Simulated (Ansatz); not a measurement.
# Na2LiBrCl2: complex band structure

Wanted: the relaxed cell of Na2LiBrCl2, its band edges and its decay constants. It is built by putting Li for part of the Na in the Na3BrCl2 structure of space group P-3m1, with the volume rescaled by atomic radii. The parent structure comes from the Materials Project.

Method: PBE DFT, plane waves, PAW files, in the first sound run; inputs show where later runs differ, in Ansatz 0.2.0.

The structure was built from a prototype and need not be the compound's stable phase.

### 1. Set-up

The structure is trigonal, space group P-3m1 (No. 164). Conventional cell: a = 3.913 Å, b = 3.913 Å, c = 9.589 Å, α = 90.00°, β = 90.00°, γ = 120.00°. Li has 6 Cl at 2.74 Å nearest. Na has 3 Cl at 2.74 Å and 3 Br at 2.83 Å nearest. Br has 6 Na at 2.83 Å nearest. Nearest to Cl lie 3 Na at 2.74 Å and 3 Li at 2.74 Å. It derives from Na3BrCl2. Li for part of the Na in the Na3BrCl2 structure of space group P-3m1. Farther neighbours and most contacts between anions are not listed.

### 2. Relaxing the new crystal

The substituted atoms don't fit the parent's cell, so cell and atoms relax together. A small smearing keeps the run stable in case the gap closes on the way.

Contents of input.yaml:

```yaml
crystal:
  lattice:
    - [3.9129779097, 0.0, 0.0]
    - [-1.9564889549, 3.3887382743, 0.0]
    - [0.0, 0.0, 9.5889552809]
  atoms:
    - { symbol: Li, position: [0.0, 0.0, 0.5] }
    - { symbol: Na, position: [0.3333333333, 0.6666666667, 0.17809299] }
    - { symbol: Na, position: [0.6666666667, 0.3333333333, 0.82190701] }
    - { symbol: Br, position: [0.0, 0.0, 0.0] }
    - { symbol: Cl, position: [0.3333333333, 0.6666666667, 0.66105673] }
    - { symbol: Cl, position: [0.6666666667, 0.3333333333, 0.33894327] }
kpoints:
  mp_grid: { grid: [6, 6, 2] }
scf:
  occupations: { method: gaussian, width: 0.03 }
hamiltonian:
  xc: pbe
output:
  forces: true
  stress: true
relax:
  f_tol: 0.02
  max_steps: 60
  cell: {}
```

On the command line:

```bash
$ ansatz run input.yaml --threads 2 --pin off --max-ram 4096MiB --backend cpu --events-out ev --progress --plain --runs-dir out
```

Numbers of over 12 decimals in the logs are rounded to 6 here.

Output:

```text
Engine: ansatz 0.2.0, aarch64-unknown-linux-gnu
Pseudopotentials: kind: paw
Pseudopotential: Li, paw, valence charge 3, recommended cutoff 420 eV (normal), Li.paw.azcp
Pseudopotential: Na, paw, valence charge 9, recommended cutoff 420 eV (normal), Na.paw.azcp
Pseudopotential: Br, paw, valence charge 7, recommended cutoff 420 eV (normal), Br.paw.azcp
Pseudopotential: Cl, paw, valence charge 7, recommended cutoff 420 eV (normal), Cl.paw.azcp
Functional definition: PBE
  parameter kappa = 0.804
  parameter beta = 0.066725
  exchange = pbe_x(kappa = kappa, mu = beta*pi^2/3)
  correlation = pbe_c(beta = beta)
Crystal: 6 atoms, lattice volume = 127.150 Å³
Basis set: ecut = 420 eV, 2517 PW (Γ), exchange–correlation on 54×54×144 points (8 copies of the dense FFT grid, shifted against one another)
Bands: 27, of which v1, the nominal top of the filled ones, is band 21 counted from 1 (20 counted from 0)
Symmetry: 12 space group operations
Space group: P-3m1 (ITA 164), of the structure as read, at distance tolerance 5.0e-5 Å
k-points: 14 of 72
Non-local potential: Li, projectors of the file, l = 0: 3, l = 1: 2, l = 2: 1
Non-local potential: Na, projectors of the file, l = 0: 3, l = 1: 2, l = 2: 1
Non-local potential: Br, projectors of the file, l = 0: 2, l = 1: 2, l = 2: 2
Non-local potential: Cl, projectors of the file, l = 0: 2, l = 1: 2, l = 2: 2
PAW form: soft (Blöchl's): semilocal exchange-correlation on the pseudo side does not see the compensation charge
PAW one-centre angular grid: Li, 110 points (default); XC on 64 Gauss nodes
PAW one-centre angular grid: Na, 110 points (default); XC on 64 Gauss nodes
PAW one-centre angular grid: Br, 110 points (default); XC on 64 Gauss nodes
PAW one-centre angular grid: Cl, 110 points (default); XC on 64 Gauss nodes
Initial density: superposition of atomic densities (neutral atoms: chi_scale 0, normalization atom), corrected by the library's trained network
Initial wavefunctions: pseudopotential atomic-orbital guess
Functional: x = pbe(κ = 0.804, μ = 0.219515), c = pbe(β = 0.066725)
SCF iter   1: F=—  HF=-8129.840578 eV  |F-HF|=—  |Δ(HF+E_count)|=         —  Δρ=3.94e-4  dr2=2.71e-4  ethr=1.77e-3  ⟨swp⟩=8.5  Hψ=1809  notcnv=0
preconditioner: auto → Resta (q_TF=auto, 2.268 Å⁻¹)  ε∞=2.7  [insulator: Δε(μ)=4.603 eV  Ē_g=12.216 eV  σ=0.030 eV  W_gap=1.00  n_scr=24 (ndim 8)  ℏωp=16.1 eV  f_vac=0.002  D(μ)=0.00/eV (n_scr^D=0)  ε∞_Penn≈2.7]
SCF iter   2: F=—  HF=-8129.839816 eV  |F-HF|=—  |Δ(HF+E_count)|=   7.62e-4  Δρ=2.75e-4  dr2=1.57e-4  ethr=6.46e-7  ⟨swp⟩=2.9  Hψ=951  notcnv=0  defer=7
SCF iter   3: F=—  HF=-8129.839762 eV  |F-HF|=—  |Δ(HF+E_count)|=   5.45e-5  Δρ=1.25e-4  dr2=3.46e-5  ethr=3.73e-7  ⟨swp⟩=2.1  Hψ=483  notcnv=0  defer=7
SCF iter   4: F=—  HF=-8129.839760 eV  |F-HF|=—  |Δ(HF+E_count)|=   1.55e-6  Δρ=3.24e-5  dr2=1.64e-6  ethr=8.24e-8  ⟨swp⟩=2.0  Hψ=503  notcnv=0  defer=7
SCF iter   5: F=—  HF=-8129.839761 eV  |F-HF|=—  |Δ(HF+E_count)|=   3.62e-7  Δρ=9.93e-6  dr2=1.75e-7  ethr=3.91e-9  ⟨swp⟩=2.1  Hψ=507  notcnv=0  defer=7
SCF iter   6: F=-8129.839761 eV  HF=-8129.839761 eV  |F-HF|=1.71e-8  |Δ(HF+E_count)|=   1.29e-8  Δρ=3.72e-6  dr2=2.80e-8  ethr=2.38e-10  ⟨swp⟩=4.3  Hψ=1167  notcnv=0
SCF 1 converged in 6 iterations: F = -8129.839761 eV  dr2 = 2.80e-8
  greatest PAW one-centre occupation: 1.000 electrons in one spin orbital (limit 2), on the Li atom at site 0 (counted from 0), in its partial waves of l = 0
relax step   1: F+E_penalty+E_count = -8129.83976073 eV  Δ(F+E_penalty+E_count) = +0.000e0 eV  max|allowed force component| = 5.616e-1 eV/Å  Δτ_max = 0.0000 Å  P = +2.037 GPa  Ω = 127.150 Å³  (6 SCF iters, dr2 threshold 1.00e-7 eV, accepted)
Crystal: 6 atoms, lattice volume = 131.075 Å³
Basis set: ecut = 420 eV, 2577 PW (Γ), exchange–correlation on 54×54×144 points (8 copies of the dense FFT grid, shifted against one another)
Initial density: handed on by an earlier stage of this run
Initial wavefunctions: those handed on with the density
iter 1 solved again at ethr=2.94e-4 eV; its pass at ethr=3.10e-3 eV (dr2=1.24e-1 eV) is discarded
SCF iter   1: F=—  HF=-8130.019304 eV  |F-HF|=—  |Δ(HF+E_count)|=         —  Δρ=1.23e-2  dr2=1.24e-1  ethr=2.94e-4  ⟨swp⟩=1.1  Hψ=2064  notcnv=0
preconditioner: auto → Resta (q_TF=auto, 2.257 Å⁻¹)  ε∞=2.7  [insulator: Δε(μ)=4.152 eV  Ē_g=12.084 eV  σ=0.030 eV  W_gap=1.00  n_scr=36 (ndim 8)  ℏωp=15.9 eV  f_vac=0.007  D(μ)=0.00/eV (n_scr^D=0)  ε∞_Penn≈2.7]
SCF iter   2: F=—  HF=-8129.981127 eV  |F-HF|=—  |Δ(HF+E_count)|=   3.82e-2  Δρ=6.18e-3  dr2=3.23e-2  ethr=2.94e-4  ⟨swp⟩=2.7  Hψ=615  notcnv=0
SCF iter   3: F=—  HF=-8129.968593 eV  |F-HF|=—  |Δ(HF+E_count)|=   1.25e-2  Δρ=5.17e-4  dr2=5.75e-4  ethr=7.70e-5  ⟨swp⟩=2.6  Hψ=728  notcnv=0
SCF iter   4: F=—  HF=-8129.968459 eV  |F-HF|=—  |Δ(HF+E_count)|=   1.34e-4  Δρ=1.65e-4  dr2=5.91e-5  ethr=1.37e-6  ⟨swp⟩=2.7  Hψ=700  notcnv=0  defer=1
SCF iter   5: F=—  HF=-8129.968447 eV  |F-HF|=—  |Δ(HF+E_count)|=   1.25e-5  Δρ=2.78e-5  dr2=1.12e-6  ethr=1.41e-7  ⟨swp⟩=2.1  Hψ=483  notcnv=0  defer=1
SCF iter   6: F=-8129.968447 eV  HF=-8129.968448 eV  |F-HF|=6.10e-8  |Δ(HF+E_count)|=   8.03e-7  Δρ=1.14e-5  dr2=9.24e-8  ethr=1.43e-9  ⟨swp⟩=4.9  Hψ=1348  notcnv=0
SCF 2 converged in 6 iterations: F = -8129.968447 eV  dr2 = 9.24e-8
relax step   2: F+E_penalty+E_count = -8129.96844746 eV  Δ(F+E_penalty+E_count) = -1.287e-1 eV  max|allowed force component| = 9.053e-2 eV/Å  Δτ_max = 0.1967 Å  P = +0.689 GPa  Ω = 131.075 Å³  energy of the carried Pulay correction = -1.274e-4 eV  (6 SCF iters, dr2 threshold 6.00e-7 eV, accepted)
Crystal: 6 atoms, lattice volume = 132.950 Å³
Basis set: ecut = 420 eV, 2601 PW (Γ), exchange–correlation on 54×54×144 points (8 copies of the dense FFT grid, shifted against one another)
iter 1 solved again at ethr=1.47e-5 eV; its pass at ethr=3.10e-3 eV (dr2=6.16e-3 eV) is discarded
SCF iter   1: F=—  HF=-8129.982058 eV  |F-HF|=—  |Δ(HF+E_count)|=         —  Δρ=2.59e-3  dr2=6.25e-3  ethr=1.47e-5  ⟨swp⟩=1.5  Hψ=2024  notcnv=0
preconditioner: auto → Resta (q_TF=auto, 2.252 Å⁻¹)  ε∞=2.7  [insulator: Δε(μ)=4.334 eV  Ē_g=12.055 eV  σ=0.030 eV  W_gap=1.00  n_scr=36 (ndim 8)  ℏωp=15.8 eV  f_vac=0.005  D(μ)=0.00/eV (n_scr^D=0)  ε∞_Penn≈2.7]
SCF iter   2: F=—  HF=-8129.980071 eV  |F-HF|=—  |Δ(HF+E_count)|=   1.99e-3  Δρ=1.30e-3  dr2=1.41e-3  ethr=1.47e-5  ⟨swp⟩=2.5  Hψ=588  notcnv=0
SCF iter   3: F=—  HF=-8129.979537 eV  |F-HF|=—  |Δ(HF+E_count)|=   5.33e-4  Δρ=1.56e-4  dr2=3.59e-5  ethr=3.36e-6  ⟨swp⟩=2.0  Hψ=462  notcnv=0
SCF iter   4: F=—  HF=-8129.979589 eV  |F-HF|=—  |Δ(HF+E_count)|=   5.22e-5  Δρ=4.23e-5  dr2=2.28e-6  ethr=8.55e-8  ⟨swp⟩=2.0  Hψ=592  notcnv=0
SCF iter   5: F=-8129.979590 eV  HF=-8129.979591 eV  |F-HF|=3.73e-8  |Δ(HF+E_count)|=   1.12e-6  Δρ=1.05e-5  dr2=1.10e-7  ethr=1.43e-9  ⟨swp⟩=5.0  Hψ=1281  notcnv=0
SCF 3 converged in 5 iterations: F = -8129.979590 eV  dr2 = 1.10e-7
relax step   3: F+E_penalty+E_count = -8129.97959047 eV  Δ(F+E_penalty+E_count) = -1.114e-2 eV  max|allowed force component| = 5.951e-3 eV/Å  Δτ_max = 0.0282 Å  P = +0.328 GPa  Ω = 132.950 Å³  energy of the carried Pulay correction = -1.869e-4 eV  (5 SCF iters, dr2 threshold 6.00e-7 eV, accepted)
[...]
relax step   4: F+E_penalty+E_count = -8129.98138899 eV  Δ(F+E_penalty+E_count) = -1.799e-3 eV  max|allowed force component| = 6.925e-3 eV/Å  Δτ_max = 0.0026 Å  P = -0.038 GPa  Ω = 134.914 Å³  energy of the carried Pulay correction = -2.483e-4 eV  (5 SCF iters, dr2 threshold 3.94e-7 eV, accepted)
[...]
relax step   5: F+E_penalty+E_count = -8129.98145599 eV  Δ(F+E_penalty+E_count) = -6.700e-5 eV  max|allowed force component| = 7.652e-4 eV/Å  Δτ_max = 0.0025 Å  P = +0.004 GPa  Ω = 134.697 Å³  energy of the carried Pulay correction = -2.415e-4 eV  (5 SCF iters, dr2 threshold 1.17e-8 eV, accepted)
Initial wavefunctions: pseudopotential atomic-orbital guess (no wavefunctions were taken with the density)
iter 1 solved again at ethr=4.44e-6 eV; its pass at ethr=3.10e-3 eV (dr2=1.86e-3 eV) is discarded
SCF iter   1: F=—  HF=-8129.976355 eV  |F-HF|=—  |Δ(HF+E_count)|=         —  Δρ=3.64e-4  dr2=4.35e-6  ethr=4.44e-6  ⟨swp⟩=2.9  Hψ=2536  notcnv=0
eigensolver tolerance schedule: the retry pair's looser diagonalisation over-reported the residual by 427.37 of it (diagonalisation noise at 1.58 of the residual, at the tolerance the schedule requests for it); recorded, not acted on — ethr = c·dr2/N_el stays at c = 1.0e-1
preconditioner: auto → Resta (q_TF=auto, 2.247 Å⁻¹)  ε∞=2.7  [insulator: Δε(μ)=4.276 eV  Ē_g=11.993 eV  σ=0.030 eV  W_gap=1.00  n_scr=36 (ndim 8)  ℏωp=15.7 eV  f_vac=0.005  D(μ)=0.00/eV (n_scr^D=0)  ε∞_Penn≈2.7]
SCF iter   2: F=—  HF=-8129.980356 eV  |F-HF|=—  |Δ(HF+E_count)|=   4.00e-3  Δρ=1.83e-4  dr2=1.05e-6  ethr=1.04e-8  ⟨swp⟩=3.1  Hψ=754  notcnv=0
SCF iter   3: F=—  HF=-8129.981641 eV  |F-HF|=—  |Δ(HF+E_count)|=   1.29e-3  Δρ=2.56e-5  dr2=4.63e-8  ethr=2.50e-9  ⟨swp⟩=2.0  Hψ=672  notcnv=0
SCF iter   4: F=—  HF=-8129.981666 eV  |F-HF|=—  |Δ(HF+E_count)|=   2.48e-5  Δρ=2.40e-6  dr2=5.88e-9  ethr=1.10e-10  ⟨swp⟩=2.0  Hψ=672  notcnv=0
SCF iter   5: F=—  HF=-8129.981666 eV  |F-HF|=—  |Δ(HF+E_count)|=   8.46e-8  Δρ=5.66e-7  dr2=5.30e-10  ethr=1.40e-11  ⟨swp⟩=2.9  Hψ=618  notcnv=0
SCF iter   6: F=—  HF=-8129.981666 eV  |F-HF|=—  |Δ(HF+E_count)|=  8.42e-10  Δρ=2.70e-7  dr2=1.39e-10  ethr=1.00e-12  ⟨swp⟩=5.0  Hψ=1411  notcnv=0
SCF iter   7: F=-8129.981666 eV  HF=-8129.981666 eV  |F-HF|=5.46e-12  |Δ(HF+E_count)|=  3.27e-11  Δρ=7.91e-8  dr2=1.10e-11  ethr=1.00e-12  ⟨swp⟩=4.0  Hψ=1162  notcnv=0
SCF 6 converged in 7 iterations: F = -8129.981666 eV  dr2 = 1.10e-11
relax step   6: F+E_penalty+E_count = -8129.98166621 eV  Δ(F+E_penalty+E_count) = -2.102e-4 eV  max|allowed force component| = 7.541e-4 eV/Å  Δτ_max = 0.0000 Å  P = +0.003 GPa  Ω = 134.697 Å³  stress off target by 6.09e-3 GPa  SCF on the basis re-selected at this cell (its energy is not comparable with the rows above)  (7 SCF iters)
basis re-selected at this cell: Δ(F+E_penalty+E_count) = -2.102e-4 eV, ΔP = -0.001 GPa vs the last step (what re-selecting the basis moved, of the pressure what is left beyond the Pulay correction that the steps carried, after the strain that the cell walked since its last selection, with what the two solves' SCF thresholds leave and, on support functions, any second-order correction that the steps lacked; it is no m [...]
SCF converged after 7 iterations
Free energy (F): -8129.981666 eV
Harris-Foulkes:  -8129.981666 eV  (|F-HF|=5.46e-12)
Internal energy: -8129.981666 eV  (E = F + TS)
E sigma→0 (E₀):  -8129.981666 eV
Fermi energy:    3.954400 eV
--- Per-component energies (eV) ---
  E_band       = -579.198741
  E_kinetic    = 720.947311
  E_local      = -3488.259679  (includes V_loc(G=0)·N_el)
  E_nonlocal   = 324.192576
  E_hartree    = 1213.197471
  E_xc         = -569.817895
  E_vxc        = -464.645407  (∫ρ·V_xc dr)
  E_paw        = -4112.615146  (= ΣΔE_a)
  E_vpaw       = -97.828659  (= ΣTr[D̂ρ^β])
  E_aug_tail   = 0.000140  (compensation charges beyond the density's cutoff)
  E_ewald      = -2217.626444
  E_smearing   = -0.000000  (= −TS)
  E_closure    = 0.000000  (closes the sum)
  Σ components = -8129.981666   (vs F -8129.981666, Δ=0.00e0)
--- Forces (eV/Å), atoms counted from 1 ---
  atom   1  Li     0.00000000    -0.00000000     0.00000000
  atom   2  Na     0.00000000     0.00000000     0.00033872
  atom   3  Na    -0.00000000    -0.00000000    -0.00033872
  atom   4  Br     0.00000000     0.00000000     0.00000000
  atom   5  Cl    -0.00000000    -0.00000000    -0.00075407
  atom   6  Cl     0.00000000     0.00000000     0.00075407
  max |Σ_I F_I| component: 8.67e-19 eV/Å
--- Stress (GPa, compression-positive) ---
        0.006095      -0.000000      -0.000000
       -0.000000       0.006095       0.000000
       -0.000000       0.000000      -0.002467
  P = ⅓ Tr σ = 0.0032 GPa (0.032 kbar)
--- Relaxed structure (5 steps of the walk, 5 accepted, 1 SCFs on fresh bases) ---
  F+E_penalty+E_count = -8129.98166621 eV   max|allowed force component| = 7.541e-4 eV/Å   (the final SCF, on the basis selected at the relaxed cell)
  cell:  # Å, volume = 134.6971 Å³
    - [3.974265, 2.93196494866721e-11, 3.0842062528560106e-18]
    - [-1.987133, 3.441815, -2.2577956780911117e-18]
    - [7.558007358596448e-18, -2.0251619680049082e-18, 9.847226]
  atoms:
    - { symbol: Li, position: [0, 0, 0.5] }
    - { symbol: Na, position: [0.333333, 0.666667, 0.186676] }
    - { symbol: Na, position: [0.666667, 0.333333, 0.813324] }
    - { symbol: Br, position: [0, 0, 5.427254873423466e-19] }
    - { symbol: Cl, position: [0.333333, 0.666667, 0.643896] }
    - { symbol: Cl, position: [0.666667, 0.333333, 0.356104] }
```

Elapsed: 9.2 s, on 2 threads of Arm Neoverse V1, shared host; peak memory 0.41 GiB.

The steps of the relaxation:

| step | energy less that of the first step (eV) | largest force component (eV/Å) | pressure (GPa) | volume (Å³) |
| --- | --- | --- | --- | --- |
| 1 | 0.0000 | 0.5616 | 2.04 | 127.15 |
| 2 | -0.1287 | 0.0905 | 0.69 | 131.07 |
| 3 | -0.1398 | 0.0060 | 0.33 | 132.95 |
| 4 | -0.1416 | 0.0069 | -0.04 | 134.91 |
| 5 | -0.1417 | 0.0008 | 0.00 | 134.70 |
| 6* | -0.1419 | 0.0008 | 0.00 | 134.70 |

Relaxation steps marked * repeat the geometry before them on a plane-wave basis chosen anew for their cell, so energy and pressure can jump there.

The run keeps the 12 symmetry operations that it works with, so distortions that break them were not tested.

| conventional cell, symmetrised | before | after | change |
| --- | --- | --- | --- |
| a (Å) | 3.913 | 3.974 | +1.6 % |
| b (Å) | 3.913 | 3.974 | +1.6 % |
| c (Å) | 9.589 | 9.847 | +2.7 % |
| volume (Å³/atom) | 21.19 | 22.45 | +5.9 % |

The atoms that moved most (Å, as changes of fractional coordinates times the final cell):

| atom | dx | dy | dz | length |
| --- | --- | --- | --- | --- |
| Cl5 | 0.000 | 0.000 | -0.169 | 0.169 |
| Cl6 | 0.000 | 0.000 | 0.169 | 0.169 |
| Na3 | 0.000 | 0.000 | -0.085 | 0.085 |
| Na2 | 0.000 | 0.000 | 0.085 | 0.085 |

Final coordinates:

```xyz
6
Lattice="3.9743 0.0000 0.0000 -1.9871 3.4418 0.0000 0.0000 0.0000 9.8472" Properties=species:S:1:pos:R:3 pbc="T T T"
Li    0.0000    0.0000    4.9236
Na    0.0000    2.2945    1.8382
Na    1.9871    1.1473    8.0090
Br    0.0000    0.0000    0.0000
Cl    0.0000    2.2945    6.3406
Cl    1.9871    1.1473    3.5066
```

This step gave:

| Item | Value |
| --- | --- |
| free energy | -8129.9817 eV |
| Fermi energy | 3.954 eV |
| pressure | 0.003241 GPa |

The largest force component on a free atom ends at 7.5e-4 eV/Å.

### 3. Band edges

The energy window and the wavevectors of the next steps follow from the band edges, so these are searched first, off the mesh as well.

Contents of input.yaml:

```yaml
crystal:
  lattice:
    - [3.9742653992, 0.0, 0.0]
    - [-1.9871326996, 3.4418147971, 0.0]
    - [0.0, 0.0, 9.8472259792]
  atoms:
    - { symbol: Li, position: [0.0, 0.0, 0.5] }
    - { symbol: Na, position: [0.3333333333, 0.6666666667, 0.1866764035] }
    - { symbol: Na, position: [0.6666666667, 0.3333333333, 0.8133235965] }
    - { symbol: Br, position: [0.0, 0.0, 0.0] }
    - { symbol: Cl, position: [0.3333333333, 0.6666666667, 0.6438957716] }
    - { symbol: Cl, position: [0.6666666667, 0.3333333333, 0.3561042284] }
kpoints:
  mp_grid: { grid: [8, 8, 4] }
  band_path: { path: [VBM, CBM], npoints: 30 }
scf:
  occupations: { method: fixed }
hamiltonian:
  xc: pbe
output:
  eigenvalues: true
  write_potential: true
  write_density: true
  volumetric_format: npy
```

Output:

```text
[...]
Crystal: 6 atoms, lattice volume = 134.697 Å³
Basis set: ecut = 420 eV, 2661 PW (Γ)
Bands: 27, of which v1, the nominal top of the filled ones, is band 21 counted from 1 (20 counted from 0)
Symmetry: 12 space group operations
[...]
k-points: 35 of 256
[...]
SCF iter   1: F=—  HF=-8129.981659 eV  |F-HF|=—  |Δ(HF+E_count)|=         —  Δρ=2.85e-4  dr2=1.27e-4  ethr=1.77e-3  ⟨swp⟩=5.9  Hψ=3402  notcnv=0  defer=138
[...]
SCF iter   6: F=-8129.981858 eV  HF=-8129.981858 eV  |F-HF|=2.46e-11  |Δ(HF+E_count)|=   1.42e-8  Δρ=7.23e-7  dr2=1.16e-9  ethr=3.82e-11  ⟨swp⟩=8.5  Hψ=4288  notcnv=0
SCF 1 converged in 6 iterations: F = -8129.981858 eV  dr2 = 1.16e-9
[...]
NSCF: frozen V_eff on 34 k-points
[...]
SCF converged after 6 iterations
Free energy (F): -8129.981858 eV
[...]
Internal energy: -8129.981858 eV  (E = F + TS)
E sigma→0 (E₀):  -8129.981858 eV
Fermi energy:    1.817364 eV
[...]
--- Band table (eV; the first three rows and the last of 35) ---
  k-point 0: bands = [... 17 lower, 0.8384, 1.1872, 1.8174, 1.8174, 6.0910, 7.5466, 8.1284, 10.6160, ... 2 higher]
  k-point 1: bands = [... 17 lower, 0.8408, 0.9918, 1.8166, 1.8166, 6.3276, 7.4263, 7.9926, 10.4144, ... 2 higher]
  k-point 2: bands = [... 17 lower, 0.8432, 0.8432, 1.8158, 1.8158, 6.7458, 7.0913, 7.8848, 10.3526, ... 2 higher]
  k-point 34: bands = [... 17 lower, 0.4503, 0.5976, 0.6488, 0.8754, 8.9640, 9.2326, 9.7020, 10.0883, ... 2 higher]
```

The job ended after 8.5 s (2 threads; peak memory 0.41 GiB).

Numbers from this step:

| Property | Result |
| --- | --- |
| free energy | -8129.9819 eV |
| Fermi energy | 1.817 eV |
| gap on the k-mesh | 4.274 eV |
| gap on path | 4.274 eV, by band count; negative where bands overlap |
| direct gap on path | 4.274 eV |
| edge places on path | 0, 0 1/A along the path |

Levels at VBM (eV): -2.48, -2.15, -1.15, -1.15, -0.98, -0.98, -0.63, 0.00, 0.00, 4.27, 5.73, 6.31.

The searched edges give 4.27 eV, as on the mesh.

[end of part 1 of 3]

[Logs are printed without paths, hosts, clocks, repeated set-up lines and the standing remarks that a program may print on its own settings, such as how far it seeks lower states.]

[Hosts, paths, dates, database ids (printed as entryN), source tags and the programs' standing remarks are cut or masked in the printed files.]
